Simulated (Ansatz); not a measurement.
## Identify the compound from its spectrum

Method: Ansatz, PBE, independent particles, without spin-orbit coupling, line width 0.15 eV (Gaussian); metals get a typed carrier damping. The response is along the first axis of the cell.

E (eV), Im ε and a bar:
```
     0.00       0.00 
     0.25       0.00 
     0.50       0.13 
     0.75       1.95 #####
     1.00       3.54 ##########
     1.25       5.11 ##############
     1.50       6.75 ###################
     1.75       8.11 ######################
     2.00       9.64 ###########################
     2.25       9.89 ###########################
     2.50      10.83 ##############################
     2.75       9.64 ###########################
     3.00       7.62 #####################
     3.25       6.50 ##################
     3.50       4.59 #############
     3.75       3.90 ###########
     4.00       2.93 ########
     4.25       2.30 ######
     4.50       1.28 ####
     4.75       0.72 ##
     5.00       0.64 ##
     5.25       1.09 ###
     5.50       1.91 #####
     5.75       3.04 ########
     6.00       3.79 ###########
     6.25       4.16 ############
     6.50       5.58 ###############
     6.75       6.88 ###################
     7.00       8.45 #######################
     7.25       7.24 ####################
     7.50       5.44 ###############
     7.75       4.58 #############
     8.00       4.05 ###########
     8.25       3.77 ##########
     8.50       3.73 ##########
     8.75       3.14 #########
     9.00       2.68 #######
     9.25       2.08 ######
     9.50       1.75 #####
     9.75       1.65 #####
    10.00       1.80 #####
```

**Question.** All candidates were run at this level. Which one is shown?
A. Cs2MgS2 (I4/mmm)
B. PbSO (Pmn2_1)
C. RbS3I (R3m)
D. CdS (F-43m)

**Answer.** C. RbS3I (R3m): least direct gap 0.43 eV, ε∞ = 10.41 along the first axis, strongest peak along the first axis at 2.52 eV. The others: PbSO (Pmn2_1), least direct gap 0.37 eV, ε∞ = 13.41 along the first axis, strongest peak along the first axis at 1.76 eV; CdS (F-43m), least direct gap 1.15 eV, ε∞ = 6.51 along the first axis, strongest peak along the first axis at 5.73 eV; Cs2MgS2 (I4/mmm), least direct gap 1.75 eV, ε∞ = 3.40 along the first axis, strongest peak along the first axis at 6.57 eV.

Note: cells built here by substitution need not match a known phase.

[Logs are printed without paths, hosts, clocks, repeated set-up lines and the standing remarks that a program may print on its own settings, such as how far it seeks lower states.]
